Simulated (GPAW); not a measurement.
# Cl/Pt(111): work function by functional and basis

Aim: the work function of both faces of Cl/Pt(111), and its spread over functionals and bases.

Program: GPAW 26.7.0. Level of theory: GPAW, PAW setups; slab in vacuum, relaxation, in the first sound run; inputs show where later runs differ. Results are calculated unless marked as measured.

### 1. Set-up

The cell holds 5 atoms: 4 Pt and 1 Cl. Its edges and angles: a = 2.772 Å, b = 2.772 Å, c = 25.289 Å, α = 90.0°, β = 90.0°, γ = 60.0°. Vacuum lies along c.

### 2. Relaxing the atoms

The atoms are relaxed first, since the surface dipole, and with it the work function, follows the positions of the outer layers. The lowest 2 atoms are held at bulk positions and keep their forces.

Input file run.py:

```python
import json
import numpy as np
from ase import Atoms
from ase.constraints import FixAtoms
from ase.optimize import BFGS
from gpaw import GPAW, PW

slab = Atoms(
    ['Pt', 'Pt', 'Pt', 'Pt', 'Cl'],
    positions=[
        [0.00000, 0.00000, 8.00000],
        [1.38593, 0.80017, 10.26321],
        [2.77186, 1.60033, 12.52643],
        [0.00000, 0.00000, 14.78964],
        [0.00000, 0.00000, 17.28864]],
    cell=[[2.77186, 0.0, 0.0], [1.38593, 2.4005, 0.0], [0.0, 0.0, 25.28864]],
    pbc=[True, True, False])

slab.calc = GPAW(mode=PW(400), xc='PBE', kpts={'size': (13, 13, 1), 'gamma': True},
                 occupations={'name': 'fermi-dirac', 'width': 0.1}, nbands='160%',
                 convergence={'density': 1e-05}, maxiter=200,
                 poissonsolver={'dipolelayer': 'xy'},
                 symmetry={'tolerance': 1e-3, 'extra_ids': [1, 1, 0, 0, 0]}, txt='slab.txt')
result = {}
slab.set_constraint(FixAtoms([0, 1]))
path = []
opt = BFGS(slab, maxstep=0.2)
opt.attach(lambda: path.append((slab.get_potential_energy(), slab.positions.tolist(), slab.get_forces().tolist())))
result['relaxed'] = bool(opt.run(fmax=0.03, steps=40))
result['path'] = path
energy = slab.get_potential_energy()
fermi = slab.calc.get_fermi_level()
v = slab.calc.get_electrostatic_potential().mean((0, 1)) - fermi
n = slab.calc.get_pseudo_density().mean((0, 1))
L = slab.cell[2, 2]
z = np.arange(len(v)) * L / len(v)
low, high = slab.positions[:, 2].min(), slab.positions[:, 2].max()
below, above = np.interp([low - 5.8, high + 5.8], z, v)
slopes = [np.interp(x, z, np.gradient(v, z)) for x in (low - 5.8, high + 5.8)]
eps = np.array([[slab.calc.get_eigenvalues(k, s) for k in range(len(slab.calc.get_ibz_k_points()))]
                for s in range(slab.calc.get_number_of_spins())]) - fermi
top, bottom = eps[eps < 0].max(), eps[eps > 0].min()
dipole = slab.get_dipole_moment()[2]
print(f'energy {energy:.4f} eV, Fermi level {fermi:.4f} eV, dipole {dipole:.5f} e A')
print(f'potential 5.8 A off the faces, from the Fermi level: lower {below:.4f} eV, upper {above:.4f} eV')
print(f'slope of the potential there: lower {slopes[0]:.5f}, upper {slopes[1]:.5f} eV/A')
print(f'nearest levels on the mesh: {top:.4f} and {bottom:.4f} eV')
print('magnetic moment', round(slab.get_magnetic_moment(), 3))
result.update(energy=energy, fermi=fermi, dipole=dipole, below=below, above=above, slopes=slopes, edges=[top, bottom],
              z=z.tolist(), v=v.tolist(), n=n.tolist(), positions=slab.positions.tolist(),
              forces=slab.get_forces(apply_constraint=False).tolist(), moments=slab.get_magnetic_moments().tolist())
json.dump(result, open('result.json', 'w'))
```

Started as:

```
OMP_NUM_THREADS=1 OPENBLAS_NUM_THREADS=1 python run.py
```

Output:

```text
Step          Energy          fmax
BFGS:    0      -26.240150        1.131541
BFGS:    1      -26.264602        0.947259
BFGS:    2      -26.318473        0.663010
BFGS:    3      -26.330235        0.422425
BFGS:    4      -26.333856        0.374442
BFGS:    5      -26.340205        0.104803
BFGS:    6      -26.340722        0.039228
BFGS:    7      -26.340770        0.026603
energy -26.2189 eV, Fermi level 1.9972 eV, dipole 0.01744 e A
potential 5.8 A off the faces, from the Fermi level: lower 5.6902 eV, upper 5.2236 eV
slope of the potential there: lower -0.00006, upper 0.00020 eV/A
nearest levels on the mesh: -0.0153 and 0.0236 eV
magnetic moment 0.0
```

It took 9 min on 1 thread of Intel Xeon Platinum 8488C (Sapphire Rapids), shared host; peak memory 0.24 GiB.

The steps of the relaxation:

| step | energy less that of the first step (eV) | largest force (eV/Å) |
| --- | --- | --- |
| 1 | 0.0000 | 1.1315 |
| 2 | -0.0257 | 0.9473 |
| 3 | -0.0874 | 0.6630 |
| 4 | -0.0968 | 0.4224 |
| 5 | -0.1009 | 0.3744 |
| 6 | -0.1082 | 0.1048 |
| 7 | -0.1085 | 0.0392 |
| 8 | -0.1085 | 0.0266 |

The atoms that moved most (Å):

| atom | dx | dy | dz | length |
| --- | --- | --- | --- | --- |
| Pt4 | 0.000 | 0.000 | 0.099 | 0.099 |
| Cl5 | 0.000 | 0.000 | -0.082 | 0.082 |
| Pt3 | 0.000 | 0.000 | 0.049 | 0.049 |

The relaxed structure:

```
Pt Cl
1.0
     2.77186    0.00000    0.00000
     1.38593    2.40050    0.00000
     0.00000    0.00000   25.28864
Pt Cl
4 1
Cartesian
  0.0000 0.0000 8.0000
  1.3859 0.8002 10.2632
  2.7719 1.6003 12.5755
  0.0000 0.0000 14.8885
  0.0000 0.0000 17.2066
```

Numbers from this step:

- dipole along the normal: 0.01744 e·Å
- levels nearest the Fermi level on the mesh: -0.01530, 0.02363 eV from the Fermi level
- upper work function: 5.224 eV
- lower work function: 5.690 eV

Electrostatic potential energy of an electron (without an applied field's), less the Fermi level, planar mean against z:

| z (Å) | electrostatic potential energy of an electron (without an applied field's), less the Fermi level, planar mean (eV) |
| --- | --- |
| 0.0 | 5.46 |
| 0.5 | 5.69 |
| 1.0 | 5.69 |
| 1.5 | 5.69 |
| 2.0 | 5.69 |
| 2.5 | 5.69 |
| 3.0 | 5.69 |
| 3.5 | 5.69 |
| 4.0 | 5.69 |
| 4.5 | 5.69 |
| 5.0 | 5.67 |
| 5.5 | 5.63 |
| 6.0 | 5.43 |
| 6.5 | 4.59 |
| 7.0 | 1.000 |
| 7.5 | -12.2 |
| 8.0 | -26.9 |
| 8.5 | -12.6 |
| 9.0 | -0.751 |
| 9.5 | -4.55 |
| 10.0 | -22.0 |
| 10.5 | -22.8 |
| 11.0 | -5.16 |
| 11.5 | -0.228 |
| 12.0 | -10.1 |
| 12.5 | -26.6 |
| 13.0 | -15.9 |
| 13.5 | -1.57 |
| 14.0 | -2.20 |
| 14.5 | -17.3 |
| 15.0 | -25.9 |
| 15.5 | -8.86 |
| 16.0 | 0.892 |
| 16.5 | -1.25 |
| 17.0 | -19.6 |
| 17.5 | -15.1 |
| 18.0 | 1.04 |
| 18.5 | 4.51 |
| 19.0 | 5.10 |
| 19.5 | 5.20 |
| 20.0 | 5.22 |
| 20.5 | 5.22 |
| 21.0 | 5.22 |
| 21.5 | 5.22 |
| 22.0 | 5.22 |
| 22.5 | 5.22 |
| 23.0 | 5.22 |
| 23.5 | 5.22 |
| 24.0 | 5.22 |
| 24.5 | 5.22 |
| 25.0 | 5.28 |

Table of pseudo valence density, planar mean by z:

z (Å), pseudo valence density, planar mean (e/Å³) and a bar:
```
      4.5       0.00 
      5.0       0.00 
      5.5       0.00 
      6.0       0.01 
      6.5       0.05 #
      7.0       0.23 ###
      7.5       0.97 ############
      8.0       2.38 ##############################
      8.5       0.98 ############
      9.0       0.36 ####
      9.5       0.49 ######
     10.0       1.75 ######################
     10.5       1.84 #######################
     11.0       0.51 ######
     11.5       0.32 ####
     12.0       0.75 ##########
     12.5       2.25 ############################
     13.0       1.19 ###############
     13.5       0.36 #####
     14.0       0.39 #####
     14.5       1.31 ################
     15.0       2.24 ############################
     15.5       0.69 #########
     16.0       0.24 ###
     16.5       0.40 #####
     17.0       0.66 ########
     17.5       0.69 #########
     18.0       0.28 ####
     18.5       0.05 #
     19.0       0.01 
     19.5       0.00 
     20.0       0.00 
     20.5       0.00
```

The relaxation lowered the energy of the cell by 0.109 eV (energies extrapolated to zero smearing; the optimiser's log prints free energies). The largest force left on a free atom is 0.027 eV/Å.

### 3. The slab's potential

The work function is the vacuum plateau of the electrostatic potential less the Fermi level; a dipole layer lets the two faces have plateaus of their own.

This step: GPAW, PAW setups; slab in vacuum (GPAW 26.7.0).

Edit run.py of step 2 so:

```diff
@@ -3,4 +3,2 @@
 from ase import Atoms
-from ase.constraints import FixAtoms
-from ase.optimize import BFGS
 from gpaw import GPAW, PW
@@ -12,5 +10,5 @@
         [1.38593, 0.80017, 10.26321],
-        [2.77186, 1.60033, 12.52643],
-        [0.00000, 0.00000, 14.78964],
-        [0.00000, 0.00000, 17.28864]],
+        [2.77186, 1.60033, 12.57549],
+        [0.00000, -0.00000, 14.88848],
+        [-0.00000, 0.00000, 17.20661]],
     cell=[[2.77186, 0.0, 0.0], [1.38593, 2.4005, 0.0], [0.0, 0.0, 25.28864]],
@@ -22,10 +20,4 @@
                  poissonsolver={'dipolelayer': 'xy'},
-                 symmetry={'tolerance': 1e-3, 'extra_ids': [1, 1, 0, 0, 0]}, txt='slab.txt')
+                 symmetry={'tolerance': 1e-3}, txt='slab.txt')
 result = {}
-slab.set_constraint(FixAtoms([0, 1]))
-path = []
-opt = BFGS(slab, maxstep=0.2)
-opt.attach(lambda: path.append((slab.get_potential_energy(), slab.positions.tolist(), slab.get_forces().tolist())))
-result['relaxed'] = bool(opt.run(fmax=0.03, steps=40))
-result['path'] = path
 energy = slab.get_potential_energy()
```

Output:

```text
energy -26.2189 eV, Fermi level 1.9973 eV, dipole 0.01730 e A
potential 5.8 A off the faces, from the Fermi level: lower 5.6899 eV, upper 5.2233 eV
slope of the potential there: lower -0.00002, upper 0.00017 eV/A
nearest levels on the mesh: -0.0153 and 0.0237 eV
magnetic moment 0.0
```

It took 89 s on 1 thread; peak memory 0.23 GiB.

This step gave:

- dipole along the normal: 0.01730 e·Å
- levels nearest the Fermi level on the mesh: -0.01532, 0.02367 eV from the Fermi level
- upper work function: 5.223 eV

The electrostatic potential energy of an electron (without an applied field's), less the Fermi level, planar mean oscillates, so the rows of the table below give means over windows of 2.32 Å about each position, cut where the curve ends. Its maxima inside the range that stand out by 2 % of the span (Å: eV): 9.2: -0.292, 11.4: -0.0582, 13.7: -0.131, 16.1: 1.47. Its minima: 8.0: -27.0, 10.2: -27.0, 12.5: -27.1, 14.9: -27.0, 17.2: -25.2.

Electrostatic potential energy of an electron (without an applied field's), less the Fermi level, planar mean against z; means over each step:

| z (Å) | electrostatic potential energy of an electron (without an applied field's), less the Fermi level, planar mean (eV) |
| --- | --- |
| 1.16 | 5.67 |
| 3.48 | 5.69 |
| 5.80 | 5.07 |
| 8.12 | -11.3 |
| 10.44 | -11.7 |
| 12.76 | -11.8 |
| 15.08 | -11.5 |
| 17.40 | -7.01 |
| 19.72 | 5.15 |
| 22.04 | 5.22 |
| 24.36 | 5.23 |

The pseudo valence density, planar mean oscillates, so the rows of the table below give means over windows of 2.32 Å about each position, cut where the curve ends. Its maxima inside the range that stand out by 2 % of the span (Å: e/Å³): 8.0: 2.40, 10.3: 2.37, 12.6: 2.36, 15.0: 2.37, 17.5: 0.696. Its minima: 9.1: 0.328, 11.4: 0.300, 13.7: 0.300, 16.0: 0.232.

Pseudo valence density, planar mean against z; means over each step:

z (Å), pseudo valence density, planar mean (e/Å³) and a bar:
```
     3.48       0.00 
     5.80       0.03 #
     8.12       1.03 ##############################
    10.44       1.04 ##############################
    12.76       1.04 ##############################
    15.08       1.02 #############################
    17.40       0.44 #############
    19.72       0.01 
    22.04       0.00
```

Force by atom:

| atom | x (eV/Å) | y (eV/Å) | z (eV/Å) | size |
| --- | --- | --- | --- | --- |
| Pt1 | 0.000 | 0.000 | -0.602 | 0.602 |
| Pt2 | 0.000 | 0.000 | 0.549 | 0.549 |
| Pt3 | 0.000 | 0.000 | 0.006 | 0.006 |
| Pt4 | 0.000 | 0.000 | 0.020 | 0.020 |
| Cl5 | 0.000 | 0.000 | 0.027 | 0.027 |

The potential is flat to 1.7e-4 eV/Å where it is read, so the vacuum is wide enough.

### 4. Self-consistent run: xc = "revPBE"

The same geometry under revPBE, to see how far the functional moves the levels against the vacuum.

Edit run.py of step 3 so:

```diff
@@ -16,3 +16,3 @@
 
-slab.calc = GPAW(mode=PW(400), xc='PBE', kpts={'size': (13, 13, 1), 'gamma': True},
+slab.calc = GPAW(mode=PW(400), xc='revPBE', kpts={'size': (13, 13, 1), 'gamma': True},
                  occupations={'name': 'fermi-dirac', 'width': 0.1}, nbands='160%',
```

Output:

```text
energy -23.8370 eV, Fermi level 2.0852 eV, dipole 0.01555 e A
potential 5.8 A off the faces, from the Fermi level: lower 5.5482 eV, upper 5.1291 eV
slope of the potential there: lower -0.00004, upper 0.00017 eV/A
nearest levels on the mesh: -0.0165 and 0.0229 eV
magnetic moment 0.0
```

Elapsed: 92 s, on 1 thread; peak memory 0.23 GiB.

Numbers from this step:

* dipole along the normal: 0.01555 e·Å
* levels nearest the Fermi level on the mesh: -0.01647, 0.02289 eV from the Fermi level
* upper work function: 5.129 eV
* lower work function: 5.548 eV

The electrostatic potential energy of an electron (without an applied field's), less the Fermi level, planar mean by z:

| z (Å) | electrostatic potential energy of an electron (without an applied field's), less the Fermi level, planar mean (eV) |
| --- | --- |
| 0.0 | 5.34 |
| 0.5 | 5.55 |
| 1.0 | 5.55 |
| 1.5 | 5.55 |
| 2.0 | 5.55 |
| 2.5 | 5.55 |
| 3.0 | 5.55 |
| 3.5 | 5.55 |
| 4.0 | 5.55 |
| 4.5 | 5.54 |
| 5.0 | 5.53 |
| 5.5 | 5.48 |
| 6.0 | 5.29 |
| 6.5 | 4.47 |
| 7.0 | 0.915 |
| 7.5 | -12.3 |
| 8.0 | -26.9 |
| 8.5 | -12.6 |
| 9.0 | -0.821 |
| 9.5 | -4.62 |
| 10.0 | -22.1 |
| 10.5 | -22.8 |
| 11.0 | -5.22 |
| 11.5 | -0.298 |
| 12.0 | -10.1 |
| 12.5 | -26.6 |
| 13.0 | -15.9 |
| 13.5 | -1.64 |
| 14.0 | -2.27 |
| 14.5 | -17.4 |
| 15.0 | -26.0 |
| 15.5 | -8.92 |
| 16.0 | 0.820 |
| 16.5 | -1.30 |
| 17.0 | -19.7 |
| 17.5 | -15.2 |
| 18.0 | 0.992 |
| 18.5 | 4.43 |
| 19.0 | 5.01 |
| 19.5 | 5.11 |
| 20.0 | 5.12 |
| 20.5 | 5.13 |
| 21.0 | 5.13 |
| 21.5 | 5.13 |
| 22.0 | 5.13 |
| 22.5 | 5.13 |
| 23.0 | 5.13 |
| 23.5 | 5.13 |
| 24.0 | 5.13 |
| 24.5 | 5.13 |
| 25.0 | 5.18 |

The pseudo valence density, planar mean oscillates, so the rows of the table below give means over windows of 2.32 Å about each position, cut where the curve ends. Its maxima inside the range that stand out by 2 % of the span (Å: e/Å³): 8.0: 2.40, 10.3: 2.37, 12.6: 2.36, 15.0: 2.37, 17.5: 0.697. Its minima: 9.1: 0.328, 11.4: 0.299, 13.7: 0.300, 16.0: 0.231.

Pseudo valence density, planar mean against z; means over each step:

| z (Å) | pseudo valence density, planar mean (e/Å³) |
| --- | --- |
| 3.48 | 4.0e-5 |
| 5.80 | 0.0297 |
| 8.12 | 1.03 |
| 10.44 | 1.04 |
| 12.76 | 1.04 |
| 15.08 | 1.02 |
| 17.40 | 0.440 |
| 19.72 | 0.00500 |
| 22.04 | 0 |

Force by atom:

| atom | x (eV/Å) | y (eV/Å) | z (eV/Å) | size |
| --- | --- | --- | --- | --- |
| Pt1 | 0.000 | 0.000 | -0.750 | 0.750 |
| Pt2 | 0.000 | 0.000 | 0.563 | 0.563 |
| Pt3 | 0.000 | 0.000 | 0.006 | 0.006 |
| Pt4 | 0.000 | 0.000 | 0.023 | 0.023 |
| Cl5 | 0.000 | 0.000 | 0.159 | 0.159 |

The upper face's work function is 5.129 eV, against 5.223 eV in the first plane-wave PBE run at this geometry.

### 5. Self-consistent run: xc = "RPBE"

The same geometry under RPBE, to see how far the functional moves the levels against the vacuum.

Edit run.py of step 4 so:

```diff
@@ -16,3 +16,3 @@
 
-slab.calc = GPAW(mode=PW(400), xc='revPBE', kpts={'size': (13, 13, 1), 'gamma': True},
+slab.calc = GPAW(mode=PW(400), xc='RPBE', kpts={'size': (13, 13, 1), 'gamma': True},
                  occupations={'name': 'fermi-dirac', 'width': 0.1}, nbands='160%',
```

Output:

```text
energy -23.3209 eV, Fermi level 2.1002 eV, dipole 0.01470 e A
potential 5.8 A off the faces, from the Fermi level: lower 5.5279 eV, upper 5.1321 eV
slope of the potential there: lower -0.00004, upper 0.00017 eV/A
nearest levels on the mesh: -0.0170 and 0.0229 eV
magnetic moment 0.0
```

Run time: 83 s. Hardware: 1 thread; peak memory 0.24 GiB.

Numbers from this step:

| Property | Result |
| --- | --- |
| dipole along the normal | 0.01470 e·Å |
| levels nearest the Fermi level on the mesh | -0.01704, 0.02288 eV from the Fermi level |
| upper work function | 5.132 eV |
| lower work function | 5.528 eV |

The electrostatic potential energy of an electron (without an applied field's), less the Fermi level, planar mean by z:

| z (Å) | electrostatic potential energy of an electron (without an applied field's), less the Fermi level, planar mean (eV) |
| --- | --- |
| 0.0 | 5.33 |
| 0.5 | 5.53 |
| 1.0 | 5.53 |
| 1.5 | 5.53 |
| 2.0 | 5.53 |
| 2.5 | 5.53 |
| 3.0 | 5.53 |
| 3.5 | 5.53 |
| 4.0 | 5.53 |
| 4.5 | 5.52 |
| 5.0 | 5.51 |
| 5.5 | 5.46 |
| 6.0 | 5.26 |
| 6.5 | 4.43 |
| 7.0 | 0.884 |
| 7.5 | -12.3 |
| 8.0 | -26.9 |
| 8.5 | -12.6 |
| 9.0 | -0.849 |
| 9.5 | -4.64 |
| 10.0 | -22.1 |
| 10.5 | -22.9 |
| 11.0 | -5.24 |
| 11.5 | -0.327 |
| 12.0 | -10.1 |
| 12.5 | -26.6 |
| 13.0 | -15.9 |
| 13.5 | -1.66 |
| 14.0 | -2.29 |
| 14.5 | -17.4 |
| 15.0 | -26.0 |
| 15.5 | -8.95 |
| 16.0 | 0.792 |
| 16.5 | -1.32 |
| 17.0 | -19.7 |
| 17.5 | -15.2 |
| 18.0 | 0.980 |
| 18.5 | 4.42 |
| 19.0 | 5.00 |
| 19.5 | 5.11 |
| 20.0 | 5.13 |
| 20.5 | 5.13 |
| 21.0 | 5.13 |
| 21.5 | 5.13 |
| 22.0 | 5.13 |
| 22.5 | 5.13 |
| 23.0 | 5.13 |
| 23.5 | 5.13 |
| 24.0 | 5.13 |
| 24.5 | 5.13 |
| 25.0 | 5.18 |

The upper face's work function is 5.132 eV, against 5.223 eV in the first plane-wave PBE run at this geometry.

### 6. Self-consistent run: xc = "vdW-DF2"

The same geometry under vdW-DF2, to see how far the functional moves the levels against the vacuum (the van der Waals functionals take revPBE setups).

Edit run.py of step 5 so:

```diff
@@ -16,3 +16,3 @@
 
-slab.calc = GPAW(mode=PW(400), xc='RPBE', kpts={'size': (13, 13, 1), 'gamma': True},
+slab.calc = GPAW(mode=PW(400), xc='vdW-DF2', kpts={'size': (13, 13, 1), 'gamma': True},
                  occupations={'name': 'fermi-dirac', 'width': 0.1}, nbands='160%',
```

Output:

```text
energy -686.1316 eV, Fermi level 1.9130 eV, dipole 0.01071 e A
potential 5.8 A off the faces, from the Fermi level: lower 5.9305 eV, upper 5.6431 eV
slope of the potential there: lower -0.00019, upper 0.00021 eV/A
nearest levels on the mesh: -0.0291 and 0.0104 eV
magnetic moment 0.0
```

Elapsed: 4.2 min, on 1 thread; peak memory 0.37 GiB.

This step gave:

```yaml
dipole_along_the_normal: 0.01071 e·Å
levels_nearest_the_fermi_level_on_the_mesh: -0.02912, 0.01036 eV from the Fermi level
upper_work_function: 5.643 eV
lower_work_function: 5.930 eV
```

The electrostatic potential energy of an electron (without an applied field's), less the Fermi level, planar mean oscillates, so the rows of the table below give means over windows of 2.32 Å about each position, cut where the curve ends. Its maxima inside the range that stand out by 2 % of the span (Å: eV): 9.2: -0.774, 11.4: -0.531, 13.7: -0.611, 16.2: 1.15. Its minima: 8.0: -27.1, 10.2: -27.1, 12.5: -27.2, 14.9: -27.1, 17.2: -25.0.

Electrostatic potential energy of an electron (without an applied field's), less the Fermi level, planar mean against z; means over each step:

z (Å), electrostatic potential energy of an electron (without an applied field's), less the Fermi level, planar mean (eV) and a bar from the least value:
```
     1.16        5.9 ##############################
     3.48        5.9 ##############################
     5.80        5.2 #############################
     8.12      -11.5 #
    10.44      -12.0 
    12.76      -12.0 
    15.08      -11.8 
    17.40       -6.9 #########
    19.72        5.6 #############################
    22.04        5.6 ##############################
    24.36        5.7 ##############################
```

The upper face's work function is 5.643 eV, against 5.223 eV in the first plane-wave PBE run at this geometry.

[end of part 1 of 2]

[Logs are printed without paths, hosts, clocks, repeated set-up lines and the standing remarks that a program may print on its own settings, such as how far it seeks lower states.]

[Hosts, paths, dates, database ids (printed as entryN), source tags and the programs' standing remarks are cut or masked in the printed files.]
